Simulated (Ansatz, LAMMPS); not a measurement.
## Ga2O3 with crystalline order left by the classical run (80 atoms): where an added charge goes

Aim: add and remove one electron in Ga2O3 with crystalline order left by the classical run (80 atoms), with atoms held and relaxed, and read trapping energy and localisation.

Method: Kohn-Sham DFT, PBE, PAW (set soft_1), plane waves; PAW set soft_1, in Ansatz 0.2.0.

## Step 1: Starting point

The cell holds 80 atoms: 32 Ga and 48 O. Its edges and angles: a = 9.332 Å, b = 9.332 Å, c = 9.332 Å, α = 90.0°, β = 90.0°, γ = 90.0°. 80 atoms (32 Fe, 48 O) placed at random at 4.44 g/cm³, melted at 5000 K for 10 ps at fixed volume with the Morse and Coulomb pair potential with partial charges (Pedone, Malavasi, Menziani, Cormack and Segre, J. Phys. Chem. B 110, 11780 (2006)). Quenched from 5000 K to 300 K at 20 K/ps and fixed volume, held 10 ps at zero pressure, then minimised at fixed cell. Then Fe was replaced by Ga and the cell scaled by 1.003 (the potential has no terms for the new elements, so the cell is a start for a DFT relaxation).

What the set-up can't give: The quench rate of 20 K/ps far exceeds what a furnace or splat quench reaches, so expect more defects and frozen-in strain than in a real sample. The network of bonds at the start is that of the classical potential that made the cell, and needn't be the one that DFT or experiment would give. Sampling is at Γ alone, for a cell whose shortest periodic width is 9 Å.

## Step 2: Single point at the start

The forces at the start show how far the geometry lies from a minimum of this functional.

input.yaml

```yaml
crystal:
  lattice:
    - [9.33223, 0.0, 0.0]
    - [0.0, 9.33223, 0.0]
    - [0.0, 0.0, 9.33223]
  atoms:
    - { symbol: Ga, position: [0.78589, 0.89556, 0.32552] }
    - { symbol: Ga, position: [0.62037, 0.61915, 0.28569] }
    - { symbol: Ga, position: [0.78982, 0.7906, 0.98784] }
    - { symbol: Ga, position: [0.79508, 0.10034, 0.81278] }
    - { symbol: Ga, position: [0.27668, 0.14934, 0.56482] }
    - { symbol: Ga, position: [0.27759, 0.10872, 0.07836] }
    - { symbol: Ga, position: [0.42426, 0.80864, 0.01754] }
    - { symbol: Ga, position: [0.10896, 0.89586, 0.83747] }
    - { symbol: Ga, position: [0.94335, 0.62277, 0.30537] }
    - { symbol: Ga, position: [0.08683, 0.61885, 0.02424] }
    - { symbol: Ga, position: [0.27116, 0.60671, 0.784] }
    - { symbol: Ga, position: [0.60765, 0.62499, 0.80408] }
    - { symbol: Ga, position: [0.61264, 0.13934, 0.55536] }
    - { symbol: Ga, position: [0.2934, 0.85454, 0.59838] }
    - { symbol: Ga, position: [0.44844, 0.34745, 0.29623] }
    - { symbol: Ga, position: [0.45165, 0.8973, 0.32331] }
    - { symbol: Ga, position: [0.61892, 0.11082, 0.08908] }
    - { symbol: Ga, position: [0.11992, 0.89076, 0.32292] }
    - { symbol: Ga, position: [0.8114, 0.41352, 0.74497] }
    - { symbol: Ga, position: [0.94779, 0.11201, 0.09211] }
    - { symbol: Ga, position: [0.4502, 0.1204, 0.8191] }
    - { symbol: Ga, position: [0.12239, 0.35862, 0.26891] }
    - { symbol: Ga, position: [0.61047, 0.84979, 0.61276] }
    - { symbol: Ga, position: [0.46514, 0.43672, 0.58133] }
    - { symbol: Ga, position: [0.28925, 0.62073, 0.30077] }
    - { symbol: Ga, position: [0.10186, 0.41781, 0.56141] }
    - { symbol: Ga, position: [0.96445, 0.10268, 0.55224] }
    - { symbol: Ga, position: [0.11414, 0.2781, 0.88081] }
    - { symbol: Ga, position: [0.93981, 0.72424, 0.64351] }
    - { symbol: Ga, position: [0.78723, 0.40279, 0.06083] }
    - { symbol: Ga, position: [0.44228, 0.38705, 0.00972] }
    - { symbol: Ga, position: [0.79036, 0.30869, 0.3766] }
    - { symbol: O, position: [0.44062, 0.52762, 0.87505] }
    - { symbol: O, position: [0.59659, 0.27366, 0.41234] }
    - { symbol: O, position: [0.1395, 0.75112, 0.68426] }
    - { symbol: O, position: [0.28495, 0.97436, 0.2235] }
    - { symbol: O, position: [0.61802, 0.2465, 0.92034] }
    - { symbol: O, position: [0.94535, 0.98475, 0.72264] }
    - { symbol: O, position: [0.94877, 0.5158, 0.64189] }
    - { symbol: O, position: [0.28011, 0.28101, 0.40465] }
    - { symbol: O, position: [0.44629, 0.00429, 0.9857] }
    - { symbol: O, position: [0.98396, 0.27332, 0.4162] }
    - { symbol: O, position: [0.25381, 0.75072, 0.93894] }
    - { symbol: O, position: [0.9059, 0.26419, 0.90804] }
    - { symbol: O, position: [0.75338, 0.75137, 0.7074] }
    - { symbol: O, position: [0.10875, 0.24064, 0.67213] }
    - { symbol: O, position: [0.11416, 0.52404, 0.38705] }
    - { symbol: O, position: [0.63562, 0.48167, 0.66077] }
    - { symbol: O, position: [0.31354, 0.2493, 0.91343] }
    - { symbol: O, position: [0.79083, 0.72885, 0.1867] }
    - { symbol: O, position: [0.44726, 0.74184, 0.6853] }
    - { symbol: O, position: [0.78471, 0.50689, 0.36504] }
    - { symbol: O, position: [0.77359, 0.03147, 0.47768] }
    - { symbol: O, position: [0.28795, 0.77859, 0.42071] }
    - { symbol: O, position: [0.12954, 0.48318, 0.88385] }
    - { symbol: O, position: [0.44732, 0.21797, 0.15273] }
    - { symbol: O, position: [0.141, 0.01061, 0.49303] }
    - { symbol: O, position: [0.11424, 0.23199, 0.12922] }
    - { symbol: O, position: [0.95711, 0.98534, 0.24446] }
    - { symbol: O, position: [0.59722, 0.45752, 0.14499] }
    - { symbol: O, position: [0.29229, 0.46382, 0.16165] }
    - { symbol: O, position: [0.78889, 0.23272, 0.17928] }
    - { symbol: O, position: [0.45763, 0.52347, 0.39595] }
    - { symbol: O, position: [0.94229, 0.77887, 0.44189] }
    - { symbol: O, position: [0.45221, 0.99819, 0.5051] }
    - { symbol: O, position: [0.27879, 0.4856, 0.62665] }
    - { symbol: O, position: [0.76994, 0.53018, 0.90948] }
    - { symbol: O, position: [0.11287, 0.72068, 0.19914] }
    - { symbol: O, position: [0.60024, 0.76486, 0.9482] }
    - { symbol: O, position: [0.96574, 0.48167, 0.14218] }
    - { symbol: O, position: [0.78841, 0.00442, 0.99329] }
    - { symbol: O, position: [0.28786, 0.00267, 0.73804] }
    - { symbol: O, position: [0.44894, 0.72529, 0.19682] }
    - { symbol: O, position: [0.61907, 0.02114, 0.73104] }
    - { symbol: O, position: [0.10454, 0.04136, 0.96441] }
    - { symbol: O, position: [0.97158, 0.75674, 0.92277] }
    - { symbol: O, position: [0.61515, 0.9784, 0.23426] }
    - { symbol: O, position: [0.4477, 0.23987, 0.64913] }
    - { symbol: O, position: [0.62432, 0.77818, 0.42584] }
    - { symbol: O, position: [0.79568, 0.23692, 0.64364] }
kpoints:
  mp_grid: { grid: [1, 1, 1] }
hamiltonian:
  xc: pbe
  pseudopotentials: { kind: paw, azcp: { folder: soft_1 } }
scf:
  occupations: { method: gaussian, width: 0.025 }
output:
  forces: true
```

Launch:

```sh
ansatz run input.yaml --threads 4 --pin off --max-ram 8192MiB --backend cpu --events-out ev --progress --plain --runs-dir out
```

Output:

```text
[...]
Pseudopotentials: kind: paw
Pseudopotential: Ga, paw, valence charge 13, recommended cutoff 420 eV (normal), soft_1/Ga.paw.azcp
Pseudopotential: O, paw, valence charge 6, recommended cutoff 420 eV (normal), soft_1/O.paw.azcp
[... 5 lines on functional and potentials left out ...]
Crystal: 80 atoms, lattice volume = 812.749 Å³
Basis set: ecut = 420 eV, 15895 PW (Γ), exchange–correlation on 128×128×128 points (8 copies of the dense FFT grid, shifted against one another)
Bands: 432, of which v1, the nominal top of the filled ones, is band 352 counted from 1 (351 counted from 0)
Symmetry: 1 space group operations
Space group: P1 (ITA 1), of the structure as read, at distance tolerance 9.3e-5 Å
k-points: 1
[... 5 lines on functional and potentials left out ...]
Initial density: superposition of atomic densities (chi_scale 0.1, normalization cell, long waves kept (reshape's long-wave potential 0.09 eV rms))
Initial wavefunctions: pseudopotential atomic-orbital guess
[...]
SCF iter   1: F=—  HF=-148330.285625 eV  |F-HF|=—  |Δ(HF+E_count)|=         —  Δρ=1.23e-1  dr2=5.78e1  ethr=3.10e-3  ⟨swp⟩=5.0  Hψ=1359  notcnv=0  defer=21
preconditioner: auto → Resta (q_TF=auto, 2.664 Å⁻¹)  ε∞=4.4  [insulator: Δε(μ)=2.624 eV  Ē_g=18.811 eV  σ=0.025 eV  W_gap=1.00  n_scr=250 (ndim 8)  ℏωp=34.6 eV  f_vac=0.002  D(μ)=0.00/eV (n_scr^D=0)  ε∞_Penn≈4.4]
SCF iter   2: F=—  HF=-148316.395397 eV  |F-HF|=—  |Δ(HF+E_count)|=    1.39e1  Δρ=5.74e-2  dr2=1.39e1  ethr=3.10e-3  ⟨swp⟩=2.0  Hψ=809  notcnv=0  defer=72
SCF iter   3: F=—  HF=-148312.071663 eV  |F-HF|=—  |Δ(HF+E_count)|=    4.32e0  Δρ=1.69e-2  dr2=1.38e0  ethr=1.97e-3  ⟨swp⟩=3.0  Hψ=678  notcnv=0  defer=72
SCF iter   4: F=—  HF=-148311.108445 eV  |F-HF|=—  |Δ(HF+E_count)|=   9.63e-1  Δρ=4.62e-3  dr2=1.32e-1  ethr=1.96e-4  ⟨swp⟩=2.0  Hψ=809  notcnv=0  defer=72
SCF iter   5: F=—  HF=-148311.238938 eV  |F-HF|=—  |Δ(HF+E_count)|=   1.30e-1  Δρ=1.27e-3  dr2=1.27e-2  ethr=1.87e-5  ⟨swp⟩=2.0  Hψ=681  notcnv=0  defer=48
automatic band count: iteration 5 solves 408 bands in place of 432: the levels show a gap, and the empty bands left out lie too high to hold charge; the band table lists the bands solved (type scf.n_extra_bands for more)
SCF iter   6: F=—  HF=-148311.247099 eV  |F-HF|=—  |Δ(HF+E_count)|=   8.16e-3  Δρ=2.79e-4  dr2=6.68e-4  ethr=1.81e-6  ⟨swp⟩=2.0  Hψ=664  notcnv=0  defer=48
SCF iter   7: F=—  HF=-148311.248046 eV  |F-HF|=—  |Δ(HF+E_count)|=   9.47e-4  Δρ=2.03e-4  dr2=2.18e-4  ethr=9.49e-8  ⟨swp⟩=2.0  Hψ=712  notcnv=0  defer=48
SCF iter   8: F=—  HF=-148311.247849 eV  |F-HF|=—  |Δ(HF+E_count)|=   1.97e-4  Δρ=5.39e-5  dr2=2.82e-5  ethr=3.09e-8  ⟨swp⟩=2.0  Hψ=706  notcnv=0  defer=48
SCF iter   9: F=—  HF=-148311.249101 eV  |F-HF|=—  |Δ(HF+E_count)|=   1.25e-3  Δρ=1.74e-5  dr2=2.59e-6  ethr=4.00e-9  ⟨swp⟩=2.0  Hψ=712  notcnv=0  defer=48
SCF iter  10: F=—  HF=-148311.249103 eV  |F-HF|=—  |Δ(HF+E_count)|=   1.89e-6  Δρ=4.72e-6  dr2=1.92e-7  ethr=3.68e-10  ⟨swp⟩=2.0  Hψ=760  notcnv=0  defer=48
SCF iter  11: F=-148311.249103 eV  HF=-148311.249103 eV  |F-HF|=7.91e-8  |Δ(HF+E_count)|=   1.45e-7  Δρ=2.53e-6  dr2=3.91e-8  ethr=1.42e-11  ⟨swp⟩=4.0  Hψ=1447  notcnv=0
SCF 1 converged in 11 iterations: F = -148311.249103 eV  dr2 = 3.91e-8
[...]
SCF converged after 11 iterations
Free energy (F): -148311.249103 eV
Harris-Foulkes:  -148311.249103 eV  (|F-HF|=7.91e-8)
Internal energy: -148311.249103 eV  (E = F + TS)
E sigma→0 (E₀):  -148311.249103 eV
Fermi energy:    9.797158 eV
--- Per-component energies (eV) ---
[...]
Σ components = -148311.249103   (vs F -148311.249103, Δ=0.00e0)
--- Forces (eV/Å), atoms counted from 1 ---
  atom   1  Ga    -0.30345849     0.31252137     0.03958631
  atom   2  Ga     0.54613118    -0.55157539    -0.15406450
  atom   3  Ga     0.13101021     0.39715729     0.85344081
  atom   4  Ga     0.26490185     0.19064015    -0.22457738
[...]
atom  80  O     -0.08791769    -0.11052106     0.31977325
  max |Σ_I F_I| component: 2.16e-5 eV/Å
```

The job ended after 9.6 s (4 threads of Arm Neoverse V2, shared host; peak memory 1.2 GiB; 36 s of CPU time).

Reading the cycles: dr2 is the Hartree energy of the density residual (eV), the measure of convergence; HF is the Harris–Foulkes estimate of the energy, which meets the free energy F at convergence.

The r.m.s. force at the start is 0.37 eV/Å.

## Step 3: Relaxation

The atoms are relaxed in the fixed cell, aiming at the force tolerance of the input.

input.yaml

```yaml
crystal:
  lattice:
    - [9.33223, 0.0, 0.0]
    - [0.0, 9.33223, 0.0]
    - [0.0, 0.0, 9.33223]
  atoms:
    [... the 80 atom lines of step 2 ...]
kpoints:
  mp_grid: { grid: [1, 1, 1] }
hamiltonian:
  xc: pbe
  pseudopotentials: { kind: paw, azcp: { folder: soft_1 } }
scf:
  occupations: { method: gaussian, width: 0.025 }
output:
  forces: true
relax:
  f_tol: 0.05
  max_steps: 120
```

Output:

```text
[...]
Crystal: 80 atoms, lattice volume = 812.749 Å³
Basis set: ecut = 420 eV, 15895 PW (Γ), exchange–correlation on 128×128×128 points (8 copies of the dense FFT grid, shifted against one another)
Bands: 432, of which v1, the nominal top of the filled ones, is band 352 counted from 1 (351 counted from 0)
Symmetry: 1 space group operations
[...]
k-points: 1
[...]
SCF iter   1: F=—  HF=-148330.285625 eV  |F-HF|=—  |Δ(HF+E_count)|=         —  Δρ=1.23e-1  dr2=5.78e1  ethr=3.10e-3  ⟨swp⟩=5.0  Hψ=1359  notcnv=0  defer=21
[...]
SCF iter   8: F=—  HF=-148311.249084 eV  |F-HF|=—  |Δ(HF+E_count)|=   1.91e-4  Δρ=5.39e-5  dr2=2.81e-5  ethr=3.09e-8  ⟨swp⟩=2.0  Hψ=706  notcnv=0  defer=72
SCF iter   9: F=-148311.249102 eV  HF=-148311.249101 eV  |F-HF|=1.13e-6  |Δ(HF+E_count)|=   1.71e-5  Δρ=1.72e-5  dr2=2.60e-6  ethr=4.00e-9  ⟨swp⟩=4.0  Hψ=1140  notcnv=0
SCF 1 converged in 9 iterations: F = -148311.249102 eV  dr2 = 2.60e-6
[...]
relax step   1: F+E_penalty+E_count = -148311.24910215 eV  Δ(F+E_penalty+E_count) = +0.000e0 eV  max|allowed force component| = 1.160e0 eV/Å  Δτ_max = 0.0000 Å  (9 SCF iters, dr2 threshold 6.25e-5 eV, accepted)
[...]
relax step   2: F+E_penalty+E_count = -148312.06547003 eV  Δ(F+E_penalty+E_count) = -8.164e-1 eV  max|allowed force component| = 5.895e-1 eV/Å  Δτ_max = 0.0835 Å  (6 SCF iters, dr2 threshold 8.41e-5 eV, accepted)
[...]
relax step   3: F+E_penalty+E_count = -148312.84354648 eV  Δ(F+E_penalty+E_count) = -7.781e-1 eV  max|allowed force component| = 1.562e-1 eV/Å  Δτ_max = 0.2000 Å  (8 SCF iters, dr2 threshold 2.17e-5 eV, accepted)
relax step   4: F+E_penalty+E_count = -148312.92535473 eV  Δ(F+E_penalty+E_count) = -8.181e-2 eV  max|allowed force component| = 1.498e-1 eV/Å  Δτ_max = 0.1788 Å  (10 SCF iters, accepted)
[...]
relax step   5: F+E_penalty+E_count = -148312.93507193 eV  Δ(F+E_penalty+E_count) = -9.717e-3 eV  max|allowed force component| = 3.546e-2 eV/Å  Δτ_max = 0.0419 Å  (8 SCF iters, accepted)
SCF converged after 8 iterations
Free energy (F): -148312.935072 eV
[...]
Internal energy: -148312.935072 eV  (E = F + TS)
E sigma→0 (E₀):  -148312.935072 eV
Fermi energy:    9.843406 eV
[...]
Σ components = -148312.935072   (vs F -148312.935072, Δ=0.00e0)
--- Forces (eV/Å), atoms counted from 1 ---
  atom   1  Ga     0.00229353    -0.01884623     0.00937660
  atom   2  Ga    -0.00655187    -0.00617003    -0.00063110
  atom   3  Ga     0.00181701    -0.03546034    -0.00200595
  atom   4  Ga    -0.00498748     0.01018598    -0.00485414
[...]
atom  80  O      0.00137795    -0.02210076    -0.00568068
  max |Σ_I F_I| component: 2.08e-5 eV/Å
--- Relaxed structure (5 steps of the walk, 5 accepted, 0 SCFs on fresh bases) ---
  F+E_penalty+E_count = -148312.93507193 eV   max|allowed force component| = 3.546e-2 eV/Å
  atoms:
    - { symbol: Ga, position: [0.784485, 0.899701, 0.328769] }
    - { symbol: Ga, position: [0.621783, 0.613055, 0.284313] }
    - { symbol: Ga, position: [0.790758, 0.807317, 1.010679] }
    - { symbol: Ga, position: [0.786961, 0.108311, 0.815677] }
[...]
- { symbol: O, position: [0.791215, 0.236230, 0.651967] }
```

Run time: 38 s. Hardware: 4 threads; peak memory 1.3 GiB; 2.4 min of CPU time.

The relaxation converged after 5 steps, 1.69 eV below its start, with a largest force component of 0.035 eV/Å.

(Continued in part 2 of 4.)

[Long decimals in the printed logs are rounded to 6 places.]

[Logs are printed without paths, hosts, clocks, repeated set-up lines and the standing remarks that a program may print on its own settings, such as how far it seeks lower states.]

[Hosts, paths, dates, database ids (printed as entryN), source tags and the programs' standing remarks are cut or masked in the printed files.]
